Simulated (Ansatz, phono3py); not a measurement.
# Heat carried by phonons in NaI (Fm-3m), part 3 of 3

Wanted: κ(T), lifetimes and mean free paths for NaI.

What experiment has found for this phase:
- thermal conductivity 1.8 W/m/K near room temperature (given in “Combining the AFLOW GIBBS and Elastic Libraries to efficiently and robustly screen thermo-mechanical properties of solids”, 2017, arXiv:1611.05714)
- thermal conductivity 1.8 W/m/K near room temperature (given in “Predicting the lattice thermal conductivity of solids by solving the Boltzmann transport equation: AFLOW - AAPL an automated, accurate and efficient framework”, 2017, arXiv:1611.05481)

Ansatz 0.2.0; DFT LDA, scalar-relativistic, plane waves, PAW.

So far, κ at 300 K (relaxation time) (W/m/K): step 6 (a cheap rung, k-mesh 6×6×6, q-mesh of the transport sums …) 4.37. Also highest frequency (cm⁻¹): step 6 181. The relaxed cell has a = 6.261 Å (conventional setting).

## (7) A cheap rung, k-mesh 4×4×4, q-mesh of the transport sums 17×17×17

A small supercell and a short cutoff cost little, and show how far such settings carry.

input.yaml

```yaml
crystal:
  lattice:
    - [0.0, 3.1305432546, 3.1305432546]
    - [3.1305432546, 0.0, 3.1305432546]
    - [3.1305432546, 3.1305432546, 0.0]
  atoms:
    - { symbol: Na, position: [0.0, 0.0, 0.0] }
    - { symbol: I, position: [0.5, 0.5, 0.5] }
kpoints:
  mp_grid: { grid: [4, 4, 4] }
hamiltonian:
  xc: lda
scf:
  occupations: { method: fixed }
output:
  eigenvalues: true
phonons:
  method: fd
  dielectric: true
  qmesh: [4, 4, 4]
  temperatures: { t_max: 1000, t_step: 50 }
  qpath:
    path:
      - [[0.0, 0.0, 0.0], [0.5, 0.0, 0.5], [0.625, 0.25, 0.625]]
      - [[0.375, 0.375, 0.75], [0.0, 0.0, 0.0], [0.5, 0.5, 0.5], [0.5, 0.25, 0.75], [0.5, 0.0, 0.5]]
    npoints: 10
  third_order: { supercell: [2, 2, 2], pair_cutoff: 3.281 }
  lattice_thermal_conductivity:
    qmesh: [17, 17, 17]
    temperatures: [100.0, 150.0, 200.0, 300.0, 400.0, 500.0]
    isotope_mass_variance: [{ species: I, variance: 0.0 }, { species: Na, variance: 0.0 }]
```

Run with:

```
$ ansatz run input.yaml --threads 4 --pin off --max-ram 16384MiB --backend cpu --events-out ev --progress --plain --runs-dir out
```

Numbers of over 12 decimals in the logs are rounded to 6 here.

What it wrote:

```text
[...]
Crystal: 8 atoms, lattice volume = 245.442 Å³
Basis set: ecut = 420 eV, 4819 PW (Γ), FFT grids on a1, a2, −2a1−2a2+a3
Bands: 63, of which v1, the nominal top of the filled ones, is band 52 counted from 1 (51 counted from 0)
Symmetry: 32 space group operations
k-points: 9 of 16
[...]
SCF iter   1: F=—  HF=-35300.005510 eV  |F-HF|=—  |Δ(HF+E_count)|=         —  Δρ=2.87e-8  dr2=1.38e-12  ethr=1.00e-12  ⟨swp⟩=3.0  Hψ=1447  notcnv=0
[...]
SCF iter   2: F=-35300.005510 eV  HF=-35300.005510 eV  |F-HF|=0.00e0  |Δ(HF+E_count)|=  2.18e-11  Δρ=1.36e-8  dr2=2.46e-13  ethr=1.00e-12  ⟨swp⟩=3.0  Hψ=1283  notcnv=0
SCF 1 converged in 2 iterations: F = -35300.005510 eV  dr2 = 2.46e-13
[...]
Crystal: 2 atoms, lattice volume = 61.361 Å³
Basis set: ecut = 420 eV, 1243 PW (Γ), exchange–correlation on 60×60×60 points (8 copies of the dense FFT grid, shifted against one another)
Bands: 17, of which v1, the nominal top of the filled ones, is band 13 counted from 1 (12 counted from 0)
Symmetry: 48 space group operations
k-points: 13 of 64 (irreducible under 8 space group operations, time reversal used)
[...]
SCF iter   7: F=-8825.001378 eV  HF=-8825.001378 eV  |F-HF|=4.37e-11  |Δ(HF+E_count)|=  4.00e-11  Δρ=2.50e-7  dr2=5.21e-11  ethr=1.00e-12  ⟨swp⟩=6.3  Hψ=791  notcnv=0
SCF 2 converged in 7 iterations: F = -8825.001378 eV  dr2 = 5.21e-11
[...]
── the response to a field inside a basis, on 4×4×4 k-points: an SCF that follows is theirs, and a resumed run solves both again ──
Bands: 14, of which v1, the nominal top of the filled ones, is band 13 counted from 1 (12 counted from 0)
k-points: 10 of 64 (irreducible under 12 space group operations)
[...]
Eigensolver: Dense (10 Hₖ)
SCF iter   1: F=—  HF=-8825.010333 eV  |F-HF|=—  |Δ(HF+E_count)|=         —  Δρ=2.24e-4  dr2=6.67e-5  ethr=1.00e-1
[...]
SCF iter   4: F=-8825.010311 eV  HF=-8825.010311 eV  |F-HF|=5.60e-10  |Δ(HF+E_count)|=   4.14e-8  Δρ=3.75e-6  dr2=3.67e-9  ethr=1.57e-9
SCF 1 converged in 4 iterations: F = -8825.010311 eV  dr2 = 3.67e-9
[...]
Symmetry: 1 space group operations
k-points: 10 of 16 (time reversal used)
[...]
SCF iter   7: F=-35300.005505 eV  HF=-35300.005505 eV  |F-HF|=7.28e-12  |Δ(HF+E_count)|=    0.00e0  Δρ=2.12e-8  dr2=1.05e-12  ethr=1.00e-12  ⟨swp⟩=5.7  Hψ=2545  notcnv=0
SCF 2 converged in 7 iterations: F = -35300.005505 eV  dr2 = 1.05e-12
[...]
SCF iter   6: F=-35300.005504 eV  HF=-35300.005504 eV  |F-HF|=1.46e-11  |Δ(HF+E_count)|=  7.28e-12  Δρ=4.56e-8  dr2=4.77e-12  ethr=1.00e-12  ⟨swp⟩=5.1  Hψ=2762  notcnv=0
SCF 3 converged in 6 iterations: F = -35300.005504 eV  dr2 = 4.77e-12
Basis set: ecut = 420 eV, 4831 PW (Γ), FFT grids on a1, a2, −a1+2a2+a3
Symmetry: 16 space group operations
k-points: 7 of 16
SCF iter   1: F=—  HF=-35300.005510 eV  |F-HF|=—  |Δ(HF+E_count)|=         —  Δρ=3.94e-8  dr2=6.44e-12  ethr=1.00e-12  ⟨swp⟩=3.0  Hψ=1082  notcnv=0
[...]
SCF iter   2: F=-35300.005510 eV  HF=-35300.005510 eV  |F-HF|=0.00e0  |Δ(HF+E_count)|=  7.28e-12  Δρ=1.56e-8  dr2=9.77e-13  ethr=1.00e-12  ⟨swp⟩=3.0  Hψ=1010  notcnv=0
SCF 4 converged in 2 iterations: F = -35300.005510 eV  dr2 = 9.77e-13
Symmetry: 2 space group operations
k-points: 7 of 16 (time reversal used)
[...]
SCF iter   7: F=-35300.005505 eV  HF=-35300.005505 eV  |F-HF|=1.46e-11  |Δ(HF+E_count)|=    0.00e0  Δρ=2.41e-8  dr2=1.21e-12  ethr=1.00e-12  ⟨swp⟩=5.7  Hψ=1795  notcnv=0
SCF 5 converged in 7 iterations: F = -35300.005505 eV  dr2 = 1.21e-12
[...]
SCF 6 converged in 7 iterations: F = -35300.005506 eV  dr2 = 6.51e-13
[...]
SCF 7 converged in 7 iterations: F = -35300.005504 eV  dr2 = 4.28e-13
[...]
SCF 8 converged in 3 iterations: F = -35300.005504 eV  dr2 = 2.60e-13
[...]
SCF 9 converged in 6 iterations: F = -35300.005505 eV  dr2 = 6.16e-12
[...]
SCF 10 converged in 3 iterations: F = -35300.005505 eV  dr2 = 3.85e-13
Basis set: ecut = 420 eV, 4825 PW (Γ), FFT grids on a1, a2, −2a1+2a2+a3
Symmetry: 64 space group operations
k-points: 6 of 16
[...]
SCF 11 converged in 2 iterations: F = -35300.005510 eV  dr2 = 9.56e-13
[...]
SCF 12 converged in 7 iterations: F = -35300.005506 eV  dr2 = 1.34e-12
[...]
SCF 13 converged in 7 iterations: F = -35300.005504 eV  dr2 = 5.45e-13
Basis set: ecut = 420 eV, 4861 PW (Γ), FFT grids on a1, a2, 2a1−a2+a3
k-points: 5 of 16
[...]
SCF 14 converged in 2 iterations: F = -35300.005510 eV  dr2 = 1.83e-12
[...]
SCF 15 converged in 7 iterations: F = -35300.005506 eV  dr2 = 1.22e-12
[...]
SCF 16 converged in 6 iterations: F = -35300.005504 eV  dr2 = 4.10e-12
[...]
SCF 17 converged in 3 iterations: F = -35300.005504 eV  dr2 = 4.87e-13
Basis set: ecut = 420 eV, 4843 PW (Γ), FFT grids on a1, a2, −a1−a2+a3
k-points: 4 of 16
[...]
SCF 18 converged in 2 iterations: F = -35300.005510 eV  dr2 = 5.84e-13
[...]
SCF 19 converged in 7 iterations: F = -35300.005505 eV  dr2 = 7.55e-13
[...]
SCF 20 converged in 7 iterations: F = -35300.005505 eV  dr2 = 6.77e-13
[...]
SCF 21 converged in 3 iterations: F = -35300.005505 eV  dr2 = 4.48e-13
Crystal: 16 atoms, lattice volume = 490.884 Å³
Basis set: ecut = 420 eV, 9577 PW (Γ)
Bands: 125, of which v1, the nominal top of the filled ones, is band 104 counted from 1 (103 counted from 0)
Symmetry: 96 space group operations
k-points: 4 of 8
[...]
SCF 22 converged in 8 iterations: F = -70600.011020 eV  dr2 = 7.35e-11
[...]
Symmetry: 6 space group operations
[...]
SCF 23 converged in 7 iterations: F = -70600.010318 eV  dr2 = 1.86e-10
k-points: 6 of 8
[...]
SCF 24 converged in 7 iterations: F = -70600.008802 eV  dr2 = 5.24e-10
[...]
SCF 25 converged in 7 iterations: F = -70600.010427 eV  dr2 = 1.45e-10
k-points: 8
[...]
SCF 26 converged in 7 iterations: F = -70600.009433 eV  dr2 = 2.47e-10
[...]
SCF 27 converged in 7 iterations: F = -70600.009741 eV  dr2 = 2.93e-10
[...]
SCF 28 converged in 7 iterations: F = -70600.009072 eV  dr2 = 2.31e-10
[...]
SCF 29 converged in 7 iterations: F = -70600.009438 eV  dr2 = 2.94e-10
[...]
SCF 30 converged in 7 iterations: F = -70600.009768 eV  dr2 = 2.74e-10
[...]
SCF 31 converged in 7 iterations: F = -70600.009433 eV  dr2 = 2.47e-10
[...]
SCF 32 converged in 7 iterations: F = -70600.009432 eV  dr2 = 3.24e-10
[...]
SCF 33 converged in 7 iterations: F = -70600.009152 eV  dr2 = 2.42e-10
[...]
SCF 34 converged in 6 iterations: F = -70600.010137 eV  dr2 = 7.75e-10
[...]
SCF iter   7: F=-70600.008229 eV  HF=-70600.008229 eV  |F-HF|=2.91e-11  |Δ(HF+E_count)|=  5.09e-10  Δρ=1.58e-7  dr2=1.28e-10  ethr=1.00e-12  ⟨swp⟩=4.2  Hψ=2365  notcnv=0
SCF 35 converged in 7 iterations: F = -70600.008229 eV  dr2 = 1.28e-10
[...]
SCF iter   6: F=-70600.010273 eV  HF=-70600.010273 eV  |F-HF|=4.37e-11  |Δ(HF+E_count)|=   1.88e-9  Δρ=4.36e-7  dr2=6.64e-10  ethr=1.00e-12  ⟨swp⟩=3.7  Hψ=3276  notcnv=0
SCF 36 converged in 6 iterations: F = -70600.010273 eV  dr2 = 6.64e-10
[...]
SCF iter   7: F=-70600.009433 eV  HF=-70600.009433 eV  |F-HF|=5.82e-11  |Δ(HF+E_count)|=  2.04e-10  Δρ=2.22e-7  dr2=2.47e-10  ethr=1.00e-12  ⟨swp⟩=5.0  Hψ=3236  notcnv=0
SCF 37 converged in 7 iterations: F = -70600.009433 eV  dr2 = 2.47e-10
[...]
SCF iter   7: F=-70600.009767 eV  HF=-70600.009767 eV  |F-HF|=1.46e-11  |Δ(HF+E_count)|=  4.95e-10  Δρ=2.51e-7  dr2=2.91e-10  ethr=1.00e-12  ⟨swp⟩=5.0  Hψ=2413  notcnv=0
SCF 38 converged in 7 iterations: F = -70600.009767 eV  dr2 = 2.91e-10
[...]
SCF iter   7: F=-70600.009152 eV  HF=-70600.009152 eV  |F-HF|=2.91e-11  |Δ(HF+E_count)|=  5.24e-10  Δρ=2.20e-7  dr2=2.33e-10  ethr=1.00e-12  ⟨swp⟩=5.0  Hψ=2398  notcnv=0
SCF 39 converged in 7 iterations: F = -70600.009152 eV  dr2 = 2.33e-10
[...]
SCF iter   7: F=-70600.009432 eV  HF=-70600.009432 eV  |F-HF|=4.37e-11  |Δ(HF+E_count)|=   1.18e-9  Δρ=2.48e-7  dr2=2.98e-10  ethr=1.00e-12  ⟨swp⟩=5.0  Hψ=3305  notcnv=0
SCF 40 converged in 7 iterations: F = -70600.009432 eV  dr2 = 2.98e-10
[...]
SCF iter   7: F=-70600.009742 eV  HF=-70600.009742 eV  |F-HF|=1.46e-11  |Δ(HF+E_count)|=  4.51e-10  Δρ=2.48e-7  dr2=2.89e-10  ethr=1.00e-12  ⟨swp⟩=5.0  Hψ=2437  notcnv=0
SCF 41 converged in 7 iterations: F = -70600.009742 eV  dr2 = 2.89e-10
[...]
SCF iter   7: F=-70600.009434 eV  HF=-70600.009434 eV  |F-HF|=2.91e-11  |Δ(HF+E_count)|=  1.75e-10  Δρ=2.20e-7  dr2=2.49e-10  ethr=1.00e-12  ⟨swp⟩=5.0  Hψ=3209  notcnv=0
SCF 42 converged in 7 iterations: F = -70600.009434 eV  dr2 = 2.49e-10
[...]
SCF iter   7: F=-70600.009438 eV  HF=-70600.009438 eV  |F-HF|=2.91e-11  |Δ(HF+E_count)|=   1.28e-9  Δρ=2.48e-7  dr2=2.99e-10  ethr=1.00e-12  ⟨swp⟩=3.5  Hψ=3973  notcnv=0
SCF 43 converged in 7 iterations: F = -70600.009438 eV  dr2 = 2.99e-10
[...]
SCF iter   7: F=-70600.009072 eV  HF=-70600.009072 eV  |F-HF|=5.82e-11  |Δ(HF+E_count)|=  5.82e-10  Δρ=2.21e-7  dr2=2.40e-10  ethr=1.00e-12  ⟨swp⟩=5.0  Hψ=2399  notcnv=0
SCF 44 converged in 7 iterations: F = -70600.009072 eV  dr2 = 2.40e-10
SCF converged after 2 iterations
Free energy (F): -35300.005510 eV
[...]
Internal energy: -35300.005510 eV  (E = F + TS)
E sigma→0 (E₀):  -35300.005510 eV
Fermi energy:    3.751617 eV
[...]
--- Band table (eV; the first three rows and the last of 9) ---
  k-point 0: bands = [... 48 lower, 3.3887, 3.7516, 3.7516, 3.7516, 7.3648, 8.0856, 8.9534, 9.8696, ... 7 higher]
  k-point 1: bands = [... 48 lower, 3.5654, 3.5654, 3.5654, 3.5654, 8.6637, 8.6637, 9.0952, 9.0952, ... 7 higher]
  k-point 2: bands = [... 48 lower, 3.3977, 3.3977, 3.3977, 3.3977, 8.6437, 8.6437, 9.1120, 9.1120, ... 7 higher]
  k-point 8: bands = [... 48 lower, 3.3977, 3.3977, 3.3977, 3.3977, 8.6437, 8.6437, 9.6186, 9.6186, ... 7 higher]
--- Phonons: 16 displaced members + 5 references (amplitude of the first 0.0025 Å, Σ member SCF iterations 93) ---
  ASR residual: 3.395e-4 → 0.000e0 eV/Å²; symmetrization residual: 2.564e-4 eV/Å²
  largest component of a force at the reference: 1.0e-28 eV/Å
  ASR residual per site (eV/Å²): 2.45e-4 3.40e-4
  Γ frequencies (cm⁻¹): 0.00 0.00 0.00 130.35 130.35 130.35
  Unit cell's response to a homogeneous field: 3 representative field directions (Σ response iterations 15)
  ε∞ (high-frequency dielectric tensor):
        3.627860    -0.000000     0.000000
       -0.000000     3.627860     0.000000
        0.000000     0.000000     3.627860
[...]
Born effective charges Z* (e; rows j = field, columns β = displacement):
    site 0:
         1.16515   -0.00000    0.00000
        -0.00000    1.16515   -0.00000
        -0.00000    0.00000    1.16515
    site 1:
        -1.16515    0.00000   -0.00000
         0.00000   -1.16515    0.00000
         0.00000   -0.00000   -1.16515
  Z* charge neutrality: 1.189e-4 e pre-enforcement
  solved inside a basis spanned on the 4×4×4 k-mesh, on 4×4×4 k-points, its susceptibility summed on 8×8×8: ε∞ is read to err by 8.0e-3, Z* by 1.7e-2 e; Z* is corrected for what the basis lacks
  optical modes at Γ without the LO–TO term, one row a degenerate level:
      ω (cm⁻¹)  modes    IR ((D/Å)²/amu)
        130.35      3             4.8275
  optical modes at Γ + LO–TO along q̂ = [1.0000, 0.0000, 0.0000]:
      ω (cm⁻¹)  modes    IR ((D/Å)²/amu)
        130.35      2             3.2183
        180.03      1             1.6092
  optical modes at Γ + LO–TO along q̂ = [0.0000, 1.0000, 0.0000]:
      ω (cm⁻¹)  modes    IR ((D/Å)²/amu)
        130.35      2             3.2183
        180.03      1             1.6092
  optical modes at Γ + LO–TO along q̂ = [0.0000, 0.0000, 1.0000]:
      ω (cm⁻¹)  modes    IR ((D/Å)²/amu)
        130.35      2             3.2183
        180.03      1             1.6092
--- Phonons (by wavevector): 8 wavevectors in 5 supercells ---
  supercell 1 (4 cells, vectors [1, 0, 0], [-1, 1, 1], [0, 0, 4] in multiples of the cell's): 2 displaced members by 0.0025 Å; free energy -35300.005510 eV; taken off its force constants: by the sum rule 6.6e-4, by the symmetrisation 2.5e-4 eV/Å²
[...]
q = [0.0000, 0.0000, 0.0000] (star 1, supercell 1; hermiticity 2.09e-22, symmetrization 6.51e-6): -0.00 0.00 0.00 130.35 130.35 130.35
[...]
joined force constants: q→R imaginary residual 4.60e-18
[...]
38 force-constant blocks with the first atom in the home cell, fitted with 6 parameters over 4 symmetry orbits; no atom triplet left out
[...]
100.00           16.5281         17.4237           9          converged          5.025e-1
      150.00           10.0344         10.5164           9          converged          4.976e-1
      200.00            7.2867          7.6193           9          converged          4.959e-1
      300.00            4.7609          4.9691           9          converged          4.947e-1
      400.00            3.5579          3.7105           9          converged          4.942e-1
      500.00            2.8504          2.9712           9          converged          4.940e-1
```

It took 2.1 min on 4 threads of Arm Neoverse V2, shared host; peak memory 1.6 GiB.

Numbers from this step:

```
Γ frequencies                              : 0, 0, 0, 130.3, 130.3, 130.3 cm⁻¹ (negative: imaginary)
zero-point energy                          : 0.03604 eV/cell
highest frequency                          : 180.9 cm⁻¹
Debye temperature from the second moment   : 199 K
κ at 300 K (relaxation time)               : 4.761 W/m/K
κ at 300 K (full solution)                 : 4.969 W/m/K
mean free path at half of κ                : 34.7 nm
share of κ above the three lowest branches : 0.032
largest relative sum-rule correction       : 0.02593
```

W/m/K. Kappa, by row:

```csv
T (K),RTA xx,RTA yy,RTA zz,full xx,full yy,full zz,coherence part xx,coherence part yy,coherence part zz,ending,iterations,least Ritz value
100,16.53,16.53,16.53,17.42,17.42,17.42,0.02054,0.02054,0.02054,converged,9,0.503
150,10.03,10.03,10.03,10.52,10.52,10.52,0.02965,0.02965,0.02965,converged,9,0.498
200,7.287,7.287,7.287,7.619,7.619,7.619,0.03624,0.03624,0.03624,converged,9,0.496
300,4.761,4.761,4.761,4.969,4.969,4.969,0.04559,0.04559,0.04559,converged,9,0.495
400,3.558,3.558,3.558,3.711,3.711,3.711,0.05215,0.05215,0.05215,converged,9,0.494
500,2.85,2.85,2.85,2.971,2.971,2.971,0.05711,0.05711,0.05711,converged,9,0.494
```

This rung gives 4.76 W/(m K) at 300 K by relaxation time, but with 16 atoms, 1 neighbour distance inside the cutoff and a 17×17×17 mesh it is a test, not the conductivity of the crystal.

## (8) The ladder

Ladder, by row:

| cells or q mesh | k mesh | pair cutoff | atoms in the supercell | q-mesh of the transport sums | κ at 300 K (relaxation time) (W/m/K) | κ at 300 K (full solution) (W/m/K) | core-minutes |
| --- | --- | --- | --- | --- | --- | --- | --- |
| 2x2x2 | 6x6x6 | 3.281 | 16 | 11×11×11 | 4.373 | 4.585 | 19.8 |
| 4x4x4 | 4x4x4 | 3.281 | 16 | 17×17×17 | 4.761 | 4.969 | 8.2 |

## (9) What came out

```yaml
conductivity: not obtained on sound settings
```

In words: No conductivity was obtained: no run with a large enough supercell and cutoff finished.

[Logs are printed without paths, hosts, clocks, repeated set-up lines and the standing remarks that a program may print on its own settings, such as how far it seeks lower states.]

[Hosts, paths, dates, database ids (printed as entryN), source tags and the programs' standing remarks are cut or masked in the printed files.]

[A step with changed settings may run another functional than the one named; its input shows which.]
